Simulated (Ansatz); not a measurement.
# Phonons of SiO2 (P4_2/mnm) against volume, part 2 of 4

Aim: how do the optical modes of SiO2 (P4_2/mnm) move with volume?

Ansatz 0.2.0; DFT LDA, scalar-relativistic, plane waves, PAW; PAW set soft_1.

So far. Step 4 (Tight relaxation): The largest force component left is 0.056 meV/Å and the pressure is 0.003 GPa, within the tolerances set. The cell now holds 7.66 Å³/atom.

## Step 5: Zone-centre response at rest

The modes at rest are the reference of the series, and the response to a field gives the dielectric tensor and the Born charges.

input.yaml

```yaml
crystal:
  lattice:
    - [4.1549128263, 0.0, 0.0]
    - [0.0, 4.1549128263, 0.0]
    - [0.0, 0.0, 2.6613485837]
  atoms:
    - { symbol: O, position: [0.6944294067, 0.6944294067, 0.0] }
    - { symbol: O, position: [0.1944294067, 0.8055705933, 0.5] }
    - { symbol: O, position: [0.3055705933, 0.3055705933, 0.0] }
    - { symbol: O, position: [0.8055705933, 0.1944294067, 0.5] }
    - { symbol: Si, position: [0.5, 0.5, 0.5] }
    - { symbol: Si, position: [0.0, 0.0, 0.0] }
kpoints:
  mp_grid: { grid: [8, 8, 8] }
hamiltonian:
  xc: lda
  pseudopotentials: { kind: paw, azcp: { folder: soft_1 }, xc_functional: pbe }
scf:
  occupations: { method: fixed }
output:
  eigenvalues: true
phonons:
  method: dfpt
  dielectric: true
  rigid_motions: translations
  raman: true
```

On the command line:

```bash
> ansatz run input.yaml --threads 4 --pin off --max-ram 16384MiB --backend cpu --events-out ev --progress --plain --runs-dir out
```

Numbers of over 12 decimals in the logs are rounded to 6 here.

Log:

```text
[...]
Crystal: 6 atoms, lattice volume = 45.944 Å³
Basis set: ecut = 420 eV, 913 PW (Γ), exchange–correlation on 60×60×36 points (8 copies of the dense FFT grid, shifted against one another)
Bands: 22, of which v1, the nominal top of the filled ones, is band 16 counted from 1 (15 counted from 0)
Symmetry: 16 space group operations
k-points: 260 of 512 (irreducible under 1 space group operation, time reversal used)
[...]
SCF iter   1: F=—  HF=-3447.547113 eV  |F-HF|=—  |Δ(HF+E_count)|=         —  Δρ=1.40e-1  dr2=7.15e0  ethr=3.10e-3  ⟨swp⟩=4.2  Hψ=25820  notcnv=0  defer=1009
[...]
SCF iter   9: F=-3445.450901 eV  HF=-3445.450901 eV  |F-HF|=2.73e-12  |Δ(HF+E_count)|=  2.18e-11  Δρ=1.31e-7  dr2=3.12e-12  ethr=1.00e-12  ⟨swp⟩=12.9  Hψ=37930  notcnv=0
SCF 1 converged in 9 iterations: F = -3445.450901 eV  dr2 = 3.12e-12
[...]
DFPT response loops at Γ: preconditioner auto → none (the input reference at scf.mixing.eps_inf says where Resta's filter doesn't serve); β = 0.50; Broyden in place of MSR1
── the response to a field inside a basis, on 8×8×10 k-points: an SCF that follows is theirs, and a resumed run solves both again ──
Bands: 17, of which v1, the nominal top of the filled ones, is band 16 counted from 1 (15 counted from 0)
k-points: 50 of 640
[...]
Eigensolver: Dense (50 Hₖ)
SCF iter   1: F=—  HF=-3445.452348 eV  |F-HF|=—  |Δ(HF+E_count)|=         —  Δρ=7.45e-4  dr2=3.98e-5  ethr=1.00e-1
[...]
SCF iter   5: F=-3445.452334 eV  HF=-3445.452334 eV  |F-HF|=2.64e-11  |Δ(HF+E_count)|=  7.29e-10  Δρ=8.92e-7  dr2=9.81e-11  ethr=3.12e-11
SCF 1 converged in 5 iterations: F = -3445.452334 eV  dr2 = 9.81e-11
[...]
SCF converged after 9 iterations
Free energy (F): -3445.450901 eV
[...]
Internal energy: -3445.450901 eV  (E = F + TS)
E sigma→0 (E₀):  -3445.450901 eV
Fermi energy:    10.472122 eV
[...]
--- Band table (eV; the first three rows and the last of 260) ---
  k-point 0: bands = [... 12 lower, 7.9151, 9.5630, 9.5630, 10.4721, 16.2883, 16.9498, 18.8662, 18.8662, ... 2 higher]
  k-point 1: bands = [... 12 lower, 7.2205, 9.4053, 9.4053, 10.2702, 16.9891, 18.0668, 19.7602, 19.7602, ... 2 higher]
  k-point 2: bands = [... 12 lower, 6.0506, 8.9103, 8.9103, 9.6301, 18.0519, 20.2212, 20.4671, 21.6500, ... 2 higher]
  k-point 259: bands = [... 12 lower, 8.6739, 8.6739, 8.8682, 8.8682, 17.6715, 17.6715, 21.3601, 21.3601, ... 2 higher]
--- Phonons (Γ-DFPT): 4 representative perturbations + reference, on 260 of 512 k-points (Σ response iterations 12) ---
  k mesh reduced under 1 symmetry operation, with k and −k counted as one. Each operation leaves every solved perturbation unchanged. A smaller set is not considered because the run solves the response to a homogeneous field
  ASR residual: 3.151e-5 → 0.000e0 eV/Å²; symmetrization residual: 1.271e-6 eV/Å²
  ASR residual per site (eV/Å²): 3.15e-5 3.15e-5 3.15e-5 3.15e-5 1.29e-5 1.29e-5
  Γ frequencies (cm⁻¹): 0.00 0.00 0.00 218.45 383.65 465.65 465.65 583.83 583.83 585.83 585.83 589.07 658.16 753.37 757.86 822.86 822.86 947.19
  ε∞ (high-frequency dielectric tensor):
        3.374864     0.000000     0.000000
        0.000000     3.374864     0.000000
        0.000000     0.000000     3.551832
  ε⁰ (static dielectric tensor: ions relaxed, cell fixed):
       11.098208     0.000000     0.000000
        0.000000    11.098208     0.000000
        0.000000     0.000000     9.032209
  ε⁰ − ε∞ (ionic part):
        7.723344     0.000000     0.000000
        0.000000     7.723344     0.000000
        0.000000     0.000000     5.480377
  softest optical mode at Γ: 218.45 cm⁻¹; the repairs (sum rule, projections) moved no ω² at Γ by more than (0.97 cm⁻¹)²
  Born effective charges Z* (e; rows j = field, columns β = displacement):
    site 0:
        -1.90479   -0.57546    0.00000
        -0.57546   -1.90479    0.00000
         0.00000    0.00000   -2.03572
    site 1:
        -1.90479    0.57546    0.00000
         0.57546   -1.90479    0.00000
         0.00000    0.00000   -2.03572
    site 2:
        -1.90479   -0.57546    0.00000
        -0.57546   -1.90479    0.00000
         0.00000    0.00000   -2.03572
    site 3:
        -1.90479    0.57546    0.00000
         0.57546   -1.90479    0.00000
         0.00000    0.00000   -2.03572
    site 4:
         3.80958   -0.35910    0.00000
        -0.35910    3.80958    0.00000
         0.00000    0.00000    4.07145
    site 5:
         3.80958    0.35910    0.00000
         0.35910    3.80958    0.00000
         0.00000    0.00000    4.07145
  Z* charge neutrality: 1.119e-3 e pre-enforcement
  solved inside a basis spanned on kpoints, on 8×8×10 k-points: ε∞ is read to err by 8.1e-3, Z* by 1.3e-2 e (field_mesh: kpoints solves on kpoints); Z* is corrected for what the basis lacks
  Raman tensors (in the event stream and the table raman_tensors.tsv): an entry may err by 2.0e-3 Å², one of the second-order susceptibility by 3.7e-20 pm/V (basis, points and sum rule); their sum over the sites missed zero by 2.220e-16 Å² ahead of its enforcement
  optical modes at Γ without the LO–TO term, one row a degenerate level:
      ω (cm⁻¹)  modes    IR ((D/Å)²/amu)  static Raman (Å⁴/amu)  depolarisation
        218.45      1             0.0000                 0.1280           0.750
        383.65      1             0.0000                 0.0000               —
        465.65      2            56.8156                 0.0000               —
        583.83      2             0.0000                 0.1924           0.750
        585.83      2            11.2125                 0.0000               —
        589.07      1             0.0000                 0.0000               —
        658.16      1            51.1381                 0.0000               —
        753.37      1             0.0000                 4.2489           0.002
        757.86      1             0.0000                 0.0000               —
        822.86      2            25.7586                 0.0000               —
        947.19      1             0.0000                 0.4107           0.750
  optical modes at Γ + LO–TO along q̂ = [1.0000, 0.0000, 0.0000]:
      ω (cm⁻¹)  modes    IR ((D/Å)²/amu)  static Raman (Å⁴/amu)  depolarisation
        218.45      1             0.0000                 0.1280           0.750
        383.65      1             0.0000                 0.0000               —
        465.65      1            28.4078                 0.0000               —
        559.62      1             0.5635                 0.0000               —
        583.83      2             0.0000                 0.1924           0.750
        585.83      1             5.6062                 0.0000               —
        589.07      1             0.0000                 0.0000               —
        658.16      1            51.1381                 0.0000               —
        700.46      1             5.2469                 0.0000               —
        753.37      1             0.0000                 4.2489           0.002
        757.86      1             0.0000                 0.0000               —
        822.86      1            12.8793                 0.0000               —
        947.19      1             0.0000                 0.4107           0.750
       1038.44      1            41.0830                 0.0000               —
  optical modes at Γ + LO–TO along q̂ = [0.0000, 1.0000, 0.0000]:
      ω (cm⁻¹)  modes    IR ((D/Å)²/amu)  static Raman (Å⁴/amu)  depolarisation
        218.45      1             0.0000                 0.1280           0.750
        383.65      1             0.0000                 0.0000               —
        465.65      1            28.4078                 0.0000               —
        559.62      1             0.5635                 0.0000               —
        583.83      2             0.0000                 0.1924           0.750
        585.83      1             5.6062                 0.0000               —
        589.07      1             0.0000                 0.0000               —
        658.16      1            51.1381                 0.0000               —
        700.46      1             5.2469                 0.0000               —
        753.37      1             0.0000                 4.2489           0.002
        757.86      1             0.0000                 0.0000               —
        822.86      1            12.8793                 0.0000               —
        947.19      1             0.0000                 0.4107           0.750
       1038.44      1            41.0830                 0.0000               —
  optical modes at Γ + LO–TO along q̂ = [0.0000, 0.0000, 1.0000]:
      ω (cm⁻¹)  modes    IR ((D/Å)²/amu)  static Raman (Å⁴/amu)  depolarisation
        218.45      1             0.0000                 0.1280           0.750
        383.65      1             0.0000                 0.0000               —
        465.65      2            56.8156                 0.0000               —
        583.83      2             0.0000                 0.1924           0.750
        585.83      2            11.2125                 0.0000               —
        589.07      1             0.0000                 0.0000               —
        753.37      1             0.0000                 4.2489           0.002
        757.86      1             0.0000                 0.0000               —
        822.86      2            25.7586                 0.0000               —
        947.19      1             0.0000                 0.4107           0.750
       1049.55      1            51.1381                 0.0000               —
```

The job ended after 57 s (4 threads of Intel Xeon 6975P-C (Granite Rapids), shared host; peak memory 1.6 GiB; 3.6 min of CPU time).

This step gave:

```
sum-rule residual before enforcement                    : 3.15e-5 eV/Å²
miss of the charge sum rule                             : 0.001119 e
estimated error of the dielectric tensor                : 0.008120
estimated error of the Born charges                     : 0.01306 e
point group                                             : 4/mmm
highest optical mode at the zone centre (no LO-TO term) : 947.2 cm⁻¹
lowest optical zone-centre mode                         : 218.4 cm⁻¹
mean high-frequency dielectric constant                 : 3.434
largest Born charge (third of the trace)                : 3.897 e
mean static dielectric constant                         : 10.41
top of the zone-centre spectrum with the field          : 1050 cm⁻¹
```

Without the LO-TO term. Patterns of degenerate modes are one choice out of their space. The modes at Γ (shares of kinetic energy by element, %):

| mode | frequency (cm⁻¹) | symmetry | O % | Si % |
| --- | --- | --- | --- | --- |
| 1 | 0.0 | acoustic | 53 | 47 |
| 2 | 0.0 | acoustic | 53 | 47 |
| 3 | 0.0 | acoustic | 53 | 47 |
| 4 | 218.4 | B1g | 100 | 0 |
| 5 | 383.6 | B1u | 19 | 81 |
| 6 | 465.6 | Eu | 57 | 43 |
| 7 | 465.6 | Eu | 57 | 43 |
| 8 | 583.8 | Eg | 100 | 0 |
| 9 | 583.8 | Eg | 100 | 0 |
| 10 | 585.8 | Eu | 37 | 63 |
| 11 | 585.8 | Eu | 37 | 63 |
| 12 | 589.1 | A2g | 100 | 0 |
| 13 | 658.2 | A2u | 47 | 53 |
| 14 | 753.4 | A1g | 100 | 0 |
| 15 | 757.9 | B1u | 81 | 19 |
| 16 | 822.9 | Eu | 53 | 47 |
| 17 | 822.9 | Eu | 53 | 47 |
| 18 | 947.2 | B2g | 100 | 0 |

Displacements in mode 4 (218.4 cm⁻¹), the largest set to 1:
```
O1  -1.00  1.00  0.00
O2  -1.00 -1.00  0.00
O3   1.00 -1.00  0.00
O4   1.00  1.00  0.00
Si5  0.00  0.00  0.00
Si6  0.00  0.00  0.00
```

Displacements in mode 17 (822.9 cm⁻¹), the largest set to 1:
```
O1   0.01  0.66  0.00
O2   0.74 -1.00  0.00
O3   0.01  0.66  0.00
O4   0.74 -1.00  0.00
Si5 -0.07 -0.62  0.00
Si6 -0.79  1.00  0.00
```

Optical modes at the zone centre, without and with the macroscopic field of the longitudinal modes; each column is sorted by frequency, so a row need not hold one and the same mode. Modes with and without the field, by row:

| rank among optical modes | no field (cm⁻¹) | q along (1, 0, 0) (cm⁻¹) | q along (0, 0, 1) (cm⁻¹) |
| --- | --- | --- | --- |
| 1 | 218.4 | 218.4 | 218.4 |
| 2 | 383.6 | 383.6 | 383.6 |
| 3 | 465.6 | 465.6 | 465.6 |
| 4 | 465.6 | 559.6 | 465.6 |
| 5 | 583.8 | 583.8 | 583.8 |
| 6 | 583.8 | 583.8 | 583.8 |
| 7 | 585.8 | 585.8 | 585.8 |
| 8 | 585.8 | 589.1 | 585.8 |
| 9 | 589.1 | 658.2 | 589.1 |
| 10 | 658.2 | 700.5 | 753.4 |
| 11 | 753.4 | 753.4 | 757.9 |
| 12 | 757.9 | 757.9 | 822.9 |
| 13 | 822.9 | 822.9 | 822.9 |
| 14 | 822.9 | 947.2 | 947.2 |
| 15 | 947.2 | 1038 | 1050 |

Born charge (rows field, columns displacement) (e), principal values of the symmetric part by kind of site:

```csv
atom,atoms with these values,low,middle,high,mean
O1,4,-2.48,-2.04,-1.33,-1.95
Si5,2,3.45,4.07,4.17,3.90
```

In full for O1:

```
-1.90 -0.58  0.00
-0.58 -1.90  0.00
 0.00  0.00 -2.04
```

High-frequency dielectric tensor:

```
3.37 0.00 0.00
0.00 3.37 0.00
0.00 0.00 3.55
```

Static dielectric tensor (ions relaxed, fixed cell):

```
11.10  0.00  0.00
 0.00 11.10  0.00
 0.00  0.00  9.03
```

Transverse modes. Infrared lines, with heights relative to the strongest:

```
position (cm⁻¹)  label  relative intensity
            218    B1g                 0.0
            384    B1u                 0.0
            466     Eu                 100
            584     Eg                 0.0
            586     Eu                  20
            589    A2g                 0.0
            658    A2u                  90
            753    A1g                 0.0
            758    B1u                 0.0
            823     Eu                  45
            947    B2g                 0.0
```

Activity x (w_L - w)^4 (n + 1)/w, 532 nm, 300 K; modes without the macroscopic field alone. Lines of the Raman spectrum (strongest = 100):

```
position (cm⁻¹)  label  relative intensity
            218    B1g                  18
            384    B1u                 0.0
            466     Eu                 0.0
            584     Eg                 6.3
            586     Eu                 0.0
            589    A2g                 0.0
            658    A2u                 0.0
            753    A1g                 100
            758    B1u                 0.0
            823     Eu                 0.0
            947    B2g                 7.2
```

Before it was imposed, the acoustic sum rule was missed by 3.2e-5 eV/Å² and the charge sum rule by 0.0011 e. Small misses are needed for a sound result but don't prove that mesh and cutoff are converged. The lowest optical mode is real, 218 cm⁻¹.

## Step 6: A member of the series: 1.06 times the volume at rest

The cell is set to 1.06 times the volume at rest, and shape and atoms relax at that volume.

input.yaml, the sections that differ from step 5:

```yaml
crystal:
  lattice:
    - [4.2491383099, 0.0, 0.0]
    - [0.0, 4.2491383099, 0.0]
    - [0.0, 0.0, 2.6973029344]
  atoms:
    - { symbol: O, position: [0.6926837323, 0.6926837323, 0.0] }
    - { symbol: O, position: [0.1926837323, 0.8073162677, 0.5] }
    - { symbol: O, position: [0.3073162677, 0.3073162677, 0.0] }
    - { symbol: O, position: [0.8073162677, 0.1926837323, 0.5] }
    - { symbol: Si, position: [0.5, 0.5, 0.5] }
    - { symbol: Si, position: [0.0, 0.0, 0.0] }
output:
  forces: true
  stress: true
  eigenvalues: true
relax:
  adjacent_minimum: "off"
  f_tol: 0.001
  max_steps: 60
  cell: { stress_tol: 0.01, fix: [volume] }
# kpoints, hamiltonian, scf: as in step 5
# phonons: removed
```

Log:

```text
[...]
Crystal: 6 atoms, lattice volume = 48.700 Å³
Basis set: ecut = 420 eV, 961 PW (Γ)
Bands: 22, of which v1, the nominal top of the filled ones, is band 16 counted from 1 (15 counted from 0)
Symmetry: 16 space group operations
[...]
k-points: 75 of 512
[...]
cell:  # Å, volume = 48.7003 Å³
    - [4.257109, 0, 0]
    - [0, 4.257109, 0]
    - [0, 0, 2.687212]
  atoms:
    - { symbol: O, position: [0.691643, 0.691643, 0] }
    - { symbol: O, position: [0.191643, 0.808357, 0.500000] }
    - { symbol: O, position: [0.308357, 0.308357, 0] }
    - { symbol: O, position: [0.808357, 0.191643, 0.500000] }
    - { symbol: Si, position: [0.5, 0.5, 0.500000] }
    - { symbol: Si, position: [0, 0, 0] }
[key lines of the parts left out:]
SCF converged after 5 iterations
Free energy (F): -3445.310586 eV
Fermi energy:    9.483691 eV
P = ⅓ Tr σ = -15.2757 GPa (-152.757 kbar)
```

The job ended after 4.6 s (4 threads; peak memory 0.43 GiB; 17 s of CPU time).

Step by step:

```
step  energy less that of the first step (eV)  largest force component (eV/Å)  pressure (GPa)  volume (Å³)
   1                                   0.0000                          0.0950          -16.16        48.70
   2                                  -0.0007                          0.0716          -16.03        48.70
   3                                  -0.0023                          0.0035          -15.33        48.70
   4                                  -0.0023                          0.0007          -15.32        48.70
   5                                  -0.0023                          0.0000          -15.31        48.70
  6*                                  -0.0026                          0.0001          -15.31        48.70
   7                                  -0.0026                          0.0000          -15.28        48.70
  8*                                  -0.0026                          0.0000          -15.28        48.70
```

Relaxation steps marked * repeat the geometry before them on a plane-wave basis chosen anew for their cell, so energy and pressure can jump there.

The run keeps the 16 symmetry operations that it works with, so distortions that break them were not tested.

```
conventional cell, symmetrised  before  after  change
                         a (Å)   4.249  4.257  +0.2 %
                         b (Å)   4.249  4.257  +0.2 %
                         c (Å)   2.697  2.687  -0.4 %
              volume (Å³/atom)    8.12   8.12  -0.0 %
```

Numbers from this step:

```
pressure          : -15.28 GPa
gap on the k-mesh : 4.953 eV
volume per atom   : 8.117 Å³
```

The largest force component left is 0.011 meV/Å, at a pressure of -15.28 GPa.

(Continued in part 3 of 4.)

[Logs are printed without paths, hosts, clocks, repeated set-up lines and the standing remarks that a program may print on its own settings, such as how far it seeks lower states.]

[Hosts, paths, dates, database ids (printed as entryN), source tags and the programs' standing remarks are cut or masked in the printed files.]
